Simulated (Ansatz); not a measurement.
# AlN (F-43m):V_Al, thermodynamic levels from a 54-atom cell

Wanted: the transition levels of a vacancy in AlN (F-43m), from a cell of 54 host atoms with 1 Al taken out.

Calculated with Ansatz 0.2.0; place-levels on r2SCAN runs: charge-transition levels and formation energies with image-charge correction and potential alignment at the atomic sites; PAW set soft_1.

**1. Set-up**

The cell holds 53 atoms: 26 Al and 27 N. Cell: a = 8.991 Å, b = 8.991 Å, c = 8.991 Å, α = 60.0°, β = 60.0°, γ = 60.0°. It derives from AlN (space group F-43m). Nearest the centre at fractional (0.333, 0.667, 0.667): N30 at 1.84 Å, N18 at 1.84 Å, N35 at 1.84 Å, N34 at 1.84 Å, Al25 at 3.00 Å, Al21 at 3.00 Å, Al17 at 3.00 Å, Al13 at 3.00 Å.

Structure file:

```xyz
53
Lattice="0.0000 6.3576 6.3576 6.3576 0.0000 6.3576 6.3576 6.3576 0.0000" Properties=species:S:1:pos:R:3 pbc="T T T"
Al    0.0000    0.0000    0.0000
N     1.0596    1.0596    1.0596
Al    2.1192    2.1192    0.0000
N     3.1788    3.1788    1.0596
Al    4.2384    4.2384    0.0000
N     5.2980    5.2980    1.0596
Al    2.1192    0.0000    2.1192
N     3.1788    1.0596    3.1788
Al    4.2384    2.1192    2.1192
N     5.2980    3.1788    3.1788
Al    6.3576    4.2384    2.1192
N     7.4172    5.2980    3.1788
Al    4.2384    0.0000    4.2384
N     5.2980    1.0596    5.2980
Al    6.3576    2.1192    4.2384
N     7.4172    3.1788    5.2980
Al    8.4768    4.2384    4.2384
N     9.5363    5.2980    5.2980
Al    0.0000    2.1192    2.1192
N     1.0596    3.1788    3.1788
Al    2.1192    4.2384    2.1192
N     3.1788    5.2980    3.1788
Al    4.2384    6.3576    2.1192
N     5.2980    7.4172    3.1788
Al    2.1192    2.1192    4.2384
N     3.1788    3.1788    5.2980
Al    4.2384    4.2384    4.2384
N     5.2980    5.2980    5.2980
Al    6.3576    6.3576    4.2384
N     7.4172    7.4172    5.2980
Al    4.2384    2.1192    6.3576
N     5.2980    3.1788    7.4172
Al    6.3576    4.2384    6.3576
N     7.4172    5.2980    7.4172
N     9.5363    7.4172    7.4172
Al    0.0000    4.2384    4.2384
N     1.0596    5.2980    5.2980
Al    2.1192    6.3576    4.2384
N     3.1788    7.4172    5.2980
Al    4.2384    8.4768    4.2384
N     5.2980    9.5363    5.2980
Al    2.1192    4.2384    6.3576
N     3.1788    5.2980    7.4172
Al    4.2384    6.3576    6.3576
N     5.2980    7.4172    7.4172
Al    6.3576    8.4768    6.3576
N     7.4172    9.5363    7.4172
Al    4.2384    4.2384    8.4768
N     5.2980    5.2980    9.5363
Al    6.3576    6.3576    8.4768
N     7.4172    7.4172    9.5363
Al    8.4768    8.4768    8.4768
N     9.5363    9.5363    9.5363
```

Screening for the image-charge correction: ε∞ = 4.64, ε0 = 8.51, computed on the host (DFPT, PBEsol, on the r2SCAN cell), and a cell off the functional's own equilibrium shifts the ionic part.

The relaxed host is scaled by −3.0 % along all axes; the dielectric constants are those of the unstrained host.

The cell's shortest repeat is 9.0 Å.

**2. What was run first**

A transition level is the Fermi level at which two charge states cost the same, so each charge needs its own total energy, at its own relaxed structure.

Random displacements of about 0.05 Å break the site symmetry at the start, so that the relaxation can reach a distorted minimum if there is one. Forces are taken at one point at (¼, ¼, ¼). The cell holds 3 electrons more than the neutral one, with a uniform background that keeps it neutral on the whole.

The sampling was tested on the host first: at the k-points planned (1x1x1 shifted 0.25 0.25 0.25) its energy lies 0.046 eV an atom from the dense-mesh value, so the final energies take a denser sampling.

One of the inputs; charge, spin and start change from state to state.

Contents of qm3.relax/input.yaml:

```yaml
crystal:
  lattice:
    - [0.0, 2.11918806, 2.11918806]
    - [2.11918806, 0.0, 2.11918806]
    - [2.11918806, 2.11918806, 0.0]
  atoms:
    - { symbol: Al, position: [0.0, 0.0, 0.0] }
    - { symbol: "N", position: [0.25, 0.25, 0.25] }
  supercell: [3, 3, 3]
  defects: [{ vacancy: 34 }]
total_charge: -3
basis:
  ecutwfc: 500
  xc_grid: 2
hamiltonian:
  xc: r2scan
  pseudopotentials: { kind: paw, azcp: { folder: soft_1 } }
kpoints:
  mp_grid: { grid: [1, 1, 1], shift: [0.25, 0.25, 0.25] }
scf:
  occupations: { method: fixed }
  max_iter: 60
output:
  forces: true
  charged_corrections: { epsilon: 4.64, static_epsilon: 8.51 }
relax:
  f_tol: 0.02
  max_steps: 80
  random_displacement: { amplitude: 0.05, seed: 8857 }
checkpoint:
  write: "../qm3.relax.run"
  compress: false
  write_wavefunctions: true
  write_every: 100000
```

Command:

```sh
> ansatz run input.yaml --threads 8 --pin off --max-ram 15073MiB --backend cpu --events-out ev --progress --plain --runs-dir out
```

Defect states can disperse in a cell of this size, so the energy is taken again at a 2×2×2 shifted mesh, on the relaxed structure.

The run of this state that the levels use, under r2SCAN:

Contents of qm3.point/input.yaml:

```yaml
crystal:
  checkpoint: "../qm3.relax.run"
  host: checkpoint
total_charge: -3
basis:
  ecutwfc: 500
  xc_grid: 2
hamiltonian:
  xc: r2scan
  pseudopotentials: { kind: paw, azcp: { folder: soft_1 } }
kpoints:
  mp_grid: { grid: [2, 2, 2], shift: [0.5, 0.5, 0.5] }
scf:
  occupations: { method: fermi_dirac, width: 0.01 }
  max_iter: 60
output:
  forces: true
  eigenvalues: true
  charged_corrections:
    epsilon: 4.64
    static_epsilon: 8.51
    defect_position: [0.333333, 0.666667, 0.666667]
  eigenstates: { localisation: true }
  populations: true
checkpoint:
  read: "../qm3.relax.run"
  write: "../qm3.point.run"
  compress: false
  write_wavefunctions: false
  write_every: 100000
```

Relaxations under r2SCAN at one point at (¼, ¼, ¼); times on 8 threads of Arm Neoverse N1, shared host:

| charge | moment (μB) | occupations | outcome | steps | largest displacement against the far atoms (Å) | time |
| --- | --- | --- | --- | --- | --- | --- |
| −3 | 0 | fixed | converged | 5 | 0.10 | 40 s |
| −2 | 1 | fixed | converged | 7 | 0.15 | 2.6 min |
| −1 | 0 | fixed | not converged | - | - | 31 s |
| −1 | 0 | fermi-dirac | converged | 10 | 0.17 | 2.2 min |
| 0 | 1 | fixed | converged | 7 | 0.19 | 2 min |
| +1 | 0 | fixed | not converged | - | - | 37 s |
| +1 | 0 | fermi-dirac | converged | 8 | 0.27 | 1.9 min |
| 0 | 3 | fixed | converged | 7 | 0.14 | 2 min |
| −2 | 3 | fixed | converged | 13 | 0.20 | 4.8 min |
| −1 | 2 | fixed | converged | 7 | 0.13 | 3 min |
| +1 | 2 | fixed | converged | 7 | 0.18 | 2.7 min |

Single points under r2SCAN at a 2×2×2 shifted mesh; times on 8 threads of Arm Neoverse N1, shared host:

| charge | moment (μB) | occupations | outcome | time |
| --- | --- | --- | --- | --- |
| −3 | 0 | fermi-dirac | converged | 43 s |
| −2 | 1 | fermi-dirac | converged | 2.5 min |
| −1 | 0 | fermi-dirac | converged | 58 s |
| 0 | 1 | fermi-dirac | converged | 1.7 min |
| +1 | 0 | fermi-dirac | converged | 49 s |
| 0 | 3 | fermi-dirac | converged | 1.7 min |
| −2 | 3 | fermi-dirac | converged | 2 min |
| −1 | 2 | fermi-dirac | converged | 1.9 min |
| +1 | 2 | fermi-dirac | converged | 1.8 min |

Distances (Å) from the ideal centre to the nearest atoms after relaxation with r2SCAN:

| charge | moment (μB) | 1. | 2. | 3. | 4. | 5. | 6. |
| --- | --- | --- | --- | --- | --- | --- | --- |
| −3 | 0 | N 1.93 | N 1.93 | N 1.94 | N 1.94 | Al 2.94 | Al 2.94 |
| −2 | 1 | N 1.91 | N 1.92 | N 1.93 | N 1.99 | Al 2.93 | Al 2.94 |
| −2 | 3 | N 1.88 | N 1.92 | N 2.02 | N 2.02 | Al 2.93 | Al 2.93 |
| −1 | 0 | N 1.93 | N 1.93 | N 1.93 | N 2.01 | Al 2.96 | Al 2.96 |
| −1 | 2 | N 1.89 | N 1.96 | N 1.96 | N 1.97 | Al 2.94 | Al 2.95 |
| 0 | 1 | N 1.92 | N 1.92 | N 1.96 | N 2.03 | Al 2.98 | Al 2.98 |
| 0 | 3 | N 1.94 | N 1.94 | N 1.96 | N 1.98 | Al 2.98 | Al 2.98 |
| +1 | 0 | N 1.88 | N 1.96 | N 2.10 | N 2.10 | Al 2.97 | Al 2.97 |
| +1 | 2 | N 1.99 | N 2.00 | N 2.01 | N 2.01 | Al 3.01 | Al 3.01 |

**3. place-levels, r2SCAN**

A charged cell interacts with its images and the background, and its potential has another zero than the host's. place-levels removes the first by a point-charge model, screened by the static dielectric constant since the ions have relaxed around the charge, and the second by comparing potentials at atoms far from the defect.

The host is a run of the defect-free crystal in the same cutoffs, grids and k-points, so that basis and sampling errors cancel in part in the differences. The host is run in a cell of 2 atoms on a matching mesh. Its band edges are searched through the zone by a band path, so the gap is smaller than, or equal to, that on the mesh. Chemical potentials are energies per atom of Al (fcc), run with the same functional and cutoff.

Contents of levels.point.yaml:

```yaml
host:
  run: host.point.run
states: [qm3.point.run, qm2_M1.point.run, qm1.point.run, q0_M1.point.run, qp1.point.run, q0_M3.point.run, qm2_M3.point.run, qm1_M2.point.run, qp1_M2.point.run]
geometry_from:
  qm3.point.run: qm3.relax.run
  qm2_M1.point.run: qm2_M1.relax.run
  qm1.point.run: qm1.relax_smeared.run
  q0_M1.point.run: q0_M1.relax.run
  qp1.point.run: qp1.relax_smeared.run
  q0_M3.point.run: q0_M3.relax.run
  qm2_M3.point.run: qm2_M3.relax.run
  qm1_M2.point.run: qm1_M2.relax.run
  qp1_M2.point.run: qp1_M2.relax.run
  host.point.run: host.relax.run
chemical_potentials:
  Al:
    energy: -540.418346
    dataset: <sha256 of the dataset>
epsilon: 4.64
static_epsilon: 8.51
vertical:
  - { from: qm3.point.run, to: qm3.point_neutral.run }
  - { from: qm2_M1.point.run, to: qm2_M1.point_neutral.run }
  - { from: qm1.point.run, to: qm1.point_neutral.run }
  - { from: qp1.point.run, to: qp1.point_neutral.run }
  - { from: qm2_M3.point.run, to: qm2_M3.point_neutral.run }
  - { from: qm1_M2.point.run, to: qm1_M2.point_neutral.run }
  - { from: qp1_M2.point.run, to: qp1_M2.point_neutral.run }
```

Command:

```sh
> ansatz place-levels levels.point.yaml -- --threads 8 --pin off --max-ram 15073MiB
```

Numbers of over 12 decimals in the logs are rounded to 6 here.

The log of the run:

```text
[... repeated set-up lines and file paths are left out, and long positions are rounded to six places ...]
(+1/0) 0.246 eV above the valence edge, 3.740 eV under the conduction edge
(0/-1) 1.681 eV above the valence edge, 2.306 eV under the conduction edge
(-1/-2) 2.518 eV above the valence edge, 1.469 eV under the conduction edge
(-2/-3) 3.167 eV above the valence edge, 0.820 eV under the conduction edge
formation energy of charge +1: +9.374 eV with the Fermi level at the valence edge
formation energy of charge 0: +9.621 eV with the Fermi level at the valence edge
formation energy of charge -1: +11.302 eV with the Fermi level at the valence edge
formation energy of charge -2: +13.820 eV with the Fermi level at the valence edge
formation energy of charge -3: +16.986 eV with the Fermi level at the valence edge
vertical -3 to 0: no energy, since no alignment is typed
  the change from vertical[0].from (qm3.point.run) to vertical[0].to (qm3.point_neutral.run): by its potential at epsilon 4.64 it stands at 0.385 0.735 0.734, with an rms radius of about 1.8 Å (1.1 1.0 1.0 Å across the planes of the cell's vectors); [...]
vertical -2 to 0: no energy, since no alignment is typed
  the change from vertical[1].from (qm2_M1.point.run) to vertical[1].to (qm2_M1.point_neutral.run): by its potential at epsilon 4.64 it stands at 0.396 0.743 0.696, with an rms radius of about 1.7 Å (1.0 0.6 1.3 Å across the planes of the cell's vectors); [...]
vertical -1 to 0: no energy, since no alignment is typed
  the change from vertical[2].from (qm1.point.run) to vertical[2].to (qm1.point_neutral.run): by its potential at epsilon 4.64 it stands at 0.392 0.725 0.679, with an rms radius of about 1.5 Å (0.7 0.7 1.1 Å across the planes of the cell's vectors); [...]
[...]
of vertical[0].from (qm3.point.run): it parts from the run that its charge is read beside by 3 carriers, of which the mean alone is read, by its potential at epsilon 4.64, taken for that of held ions (one typed too small widens it): that is narrow, but one [...]
  of vertical[0].to (qm3.point_neutral.run): stability_check_not_made
  vertical[1].from (qm2_M1.point.run): levels filled in part (TS 0.004 eV): its energy is of no whole electron's
  of vertical[1].from (qm2_M1.point.run): stability_check_not_made; [...]
  of vertical[1].to (qm2_M1.point_neutral.run): it set out from the moments of a save, which an earlier run chose (saved_moments_taken); stability_check_not_made
  vertical[2].from (qm1.point.run): levels filled in part (TS 0.013 eV): its energy is of no whole electron's
  of vertical[2].to (qm1.point_neutral.run): stability_check_not_made
  of vertical[3].from (qp1.point.run): it parts from the run at its places by a charge that spreads by about 1.6 Å along one vector (1.3 Å or more is wide), by its potential at epsilon 4.64, taken for that of held ions (one typed too small widens it), where [...]
  of vertical[3].to (qp1.point_neutral.run): stability_check_not_made
  of vertical[4].from (qm2_M3.point.run): its displacements don't fall off away from the defect: farther atoms stand 0.021 Å off the host's places. [...]
  of vertical[4].to (qm2_M3.point_neutral.run): its displacements don't fall off away from the defect: farther atoms stand 0.021 Å off the host's places. [...]
  of vertical[5].from (qm1_M2.point.run): stability_check_not_made
  of vertical[5].to (qm1_M2.point_neutral.run): it set out from the moments of a save, which an earlier run chose (saved_moments_taken); stability_check_not_made
  of vertical[6].from (qp1_M2.point.run): stability_check_not_made
  of vertical[6].to (qp1_M2.point_neutral.run): it set out from the moments of a save, which an earlier run chose (saved_moments_taken); stability_check_not_made
```

Wall time 1.8 s (8 threads of Arm Neoverse N1, shared host).

Levels between the charges placed, in eV above the valence top:

|  | gap (eV) | (+1/0) | (0/−1) | (−1/−2) | (−2/−3) |
| --- | --- | --- | --- | --- | --- |
| r2SCAN | 3.99 | 0.25 | 1.68 | 2.52 | 3.17 |

Corrections by state:

| charge | moment (μB) | image terms and alignment (eV) | band filling (eV) | ε used | over the lowest of its charge, as the program ranks them, band filling apart (eV) |
| --- | --- | --- | --- | --- | --- |
| +1 | 2.0 | -0.116 | - | 8.51 | 0.000 |
| 0 | 3.0 | 0.000 | - | - | 0.000 |
| −1 | 2.0 | 0.685 | - | 8.51 | 0.000 |
| −2 | 1.0 | 1.920 | - | 8.51 | 0.000 |
| −3 | 0.0 | 3.703 | - | 8.51 | 0.000 |
| +1 | 0.0 | -0.241 | - | 8.51 | 0.960 |
| 0 | 1.0 | 0.000 | - | - | 0.151 |
| −1 | 0.0 | 0.708 | - | 8.51 | 0.598 |
| −2 | 3.0 | 1.829 | - | 8.51 | 3.156 |

The charged structures listed were also run neutral, and place-levels reads from each pair, by the potential or the spins, how wide the charge is by which they differ; that can be the carrier of either run.

| charge | rms radius (Å) | spread where it is widest against the cell (Å) | wide from (Å) | reading |
| --- | --- | --- | --- | --- |
| +1 | 1.5 | 1.00 | 1.27 | narrow |
| −1 | 1.0 | 0.57 | 1.27 | narrow |
| −2 | 1.7 | 1.29 | 1.27 | wide |
| −3 | 1.8 | 1.15 | 1.27 | narrow |

The neutral runs of these pairs need not share the spin of the lowest neutral state, and very wide values only mean spread over the cell.

From the program's caveats on the states, each cut to its opening words:

- charge +1 (2 μB): its alignment with the host at atomic sites is doubtful: the mean over the far sites moves by -0.1638 eV from their farther parts to their nearer, more than [...]
- charge +1 (2 μB), 0 (3 μB), −1 (2 μB), −2 (1 μB), 0 (1 μB), −2 (3 μB): flagged: stability check not made
- charge −1 (2 μB): its alignment with the host at atomic sites is doubtful: the mean over the far sites moves by +0.0833 eV from their farther parts to their nearer, more than [...]
- charge −1 (2 μB): the host's ions (past the first shell or, of a walk that freed a part, those that it held) aren't shown at rest: they stand up to 0.062 Å off their sites, 0.93 [...]
- charge −2 (1 μB): it parts from the run at its places by a charge that spreads by about 1.3 Å along one vector (1.3 Å or more is wide), by its potential at epsilon 4.64, taken [...]
- charge −2 (1 μB): its alignment with the host at atomic sites is doubtful: the mean over the far sites moves by +0.2451 eV from their farther parts to their nearer, more than [...]
- charge −2 (1 μB): the host's ions (past the first shell or, of a walk that freed a part, those that it held) aren't shown at rest: they stand up to 0.069 Å off their sites, 0.80 [...]
- charge −3: it parts from the run that its charge is read beside by 3 carriers, of which the mean alone is read, by its potential at epsilon 4.64, taken for that of held [...]
- charge −3: its alignment with the host at atomic sites is doubtful: the mean over the far sites moves by +0.4084 eV from their farther parts to their nearer, more than [...]
- charge +1: it parts from the run at its places by a charge that spreads by about 1.6 Å along one vector (1.3 Å or more is wide), by its potential at epsilon 4.64, taken [...]
- charge +1: its alignment with the host at atomic sites is doubtful: the mean over the far sites moves by -0.3726 eV from their farther parts to their nearer, more than [...]
- charge +1: the host's ions (past the first shell or, of a walk that freed a part, those that it held) aren't shown at rest: they stand up to 0.068 Å off their sites, 0.40 [...]
- charge −1: its alignment with the host at atomic sites is doubtful: the mean over the far sites moves by +0.0510 eV from their farther parts to their nearer, more than [...]
- charge −2 (3 μB): it parts from the run at its places by a charge that spreads by about 2.2 Å along one vector (1.3 Å or more is wide), by its potential at epsilon 4.64, taken [...]

The host's formation energy from the elements is -1.542 eV per atom at this strain; it sets how far the chemical potentials can move.

Limit set by the element alone; other compounds of these elements are not counted. Chemical potentials from the elements' reference states: Al 0.00 eV, N -3.08 eV. Formation energies (Al-rich), with the Fermi level at the valence top and at the conduction bottom (gap 3.99 eV):

| charge | at valence top (eV) | at conduction bottom (eV) | correction included (eV) |
| --- | --- | --- | --- |
| +1 | 9.37 | 13.36 | -0.12 |
| 0 | 9.62 | 9.62 | 0.00 |
| −1 | 11.30 | 7.32 | 0.69 |
| −2 | 13.82 | 5.85 | 1.92 |
| −3 | 16.99 | 5.03 | 3.70 |

```tsv
Fermi level (eV)	lowest formation energy (eV)
0.00	9.37
0.36	9.62
0.72	9.62
1.09	9.62
1.45	9.62
1.81	9.49
2.18	9.13
2.54	8.74
2.90	8.02
3.26	7.20
3.62	6.11
3.99	5.03
```

Limit set by the element alone; other compounds of these elements are not counted. Chemical potentials from the elements' reference states: N 0.00 eV, Al -3.08 eV. Formation energies (N-rich), with the Fermi level at the valence top and at the conduction bottom (gap 3.99 eV):

| charge | at valence top (eV) | at conduction bottom (eV) | correction included (eV) |
| --- | --- | --- | --- |
| +1 | 6.29 | 10.28 | -0.12 |
| 0 | 6.54 | 6.54 | 0.00 |
| −1 | 8.22 | 4.23 | 0.69 |
| −2 | 10.73 | 2.76 | 1.92 |
| −3 | 13.90 | 1.94 | 3.70 |

Fermi level (eV), lowest formation energy (eV) and a bar from the least value:
```
     0.00       6.29 ############################
     0.36       6.54 ##############################
     0.72       6.54 ##############################
     1.09       6.54 ##############################
     1.45       6.54 ##############################
     1.81       6.41 #############################
     2.18       6.04 ###########################
     2.54       5.66 ########################
     2.90       4.93 ####################
     3.26       4.11 ##############
     3.62       3.03 #######
     3.99       1.94
```

**4. What came out**

```yaml
gap_of_the_host: 3.99 eV (r2SCAN)
level_plus_1_over_0: 0.25 eV above the valence top
level_0_minus_1: 1.68 eV above the valence top
level_minus_1_minus_2: 2.52 eV above the valence top
level_minus_2_minus_3: 3.17 eV above the valence top
lowest_of_the_charges_placed_just_above_the_valence_top_0p02_ev: +1
lowest_of_the_charges_placed_just_below_the_conduction_bottom_0p02_ev: −3
lowest_formation_energy_at_mid_gap_of_the_charges_run_al_rich: 9.31 eV
lowest_formation_energy_at_mid_gap_of_the_charges_run_n_rich: 6.22 eV
```

Of the charges placed (−3, −2, −1, 0 and +1), the lowest changes at 0.25 eV (+1/0), 1.68 eV (0/−1), 2.52 eV (−1/−2) and 3.17 eV (−2/−3) above the valence top, in a gap of 3.99 eV. (−2/−3) lies nearer to a band edge than the share of the finite-size correction in it (1.78 eV), and that correction holds for a localised charge alone. Charges above +1 and below −3 were not placed, so these runs say nothing of levels that involve them. States placed: +1 at 2 μB and 0 μB; 0 at 3 μB and 1 μB; −1 at 2 μB and 0 μB; −2 at 1 μB and 3 μB; −3 at 0 μB. Other spin states or structures, where not listed, weren't placed. Corrections reach 3.7 eV, so the cell is small for these charges and their levels are rough. The program doubts the alignment of potentials for at least one state, a sign that the cell is small. Limits: the images are only 9.0 Å apart; r2SCAN makes the gap too small and tends to spread out bound carriers; where a gas molecule sets a chemical potential or the host's formation energy, its binding is uncorrected; force components of up to 0.63 eV/Å remain in a run at the final settings.

[Logs are printed without paths, hosts, clocks, repeated set-up lines and the standing remarks that a program may print on its own settings, such as how far it seeks lower states.]

[Hosts, paths, dates, database ids (printed as entryN), source tags and the programs' standing remarks are cut or masked in the printed files.]

[Where a table of states has a column of steps, it counts the stored structures, which are thinned; the runs took as many ionic steps or more.]

[A defect's name tells the site on which it was built; relaxed atoms can leave that site.]

[For some hosts the program warned that the k-mesh of the response run may be too coarse for force constants and the static dielectric constant; such warnings are not shown here.]
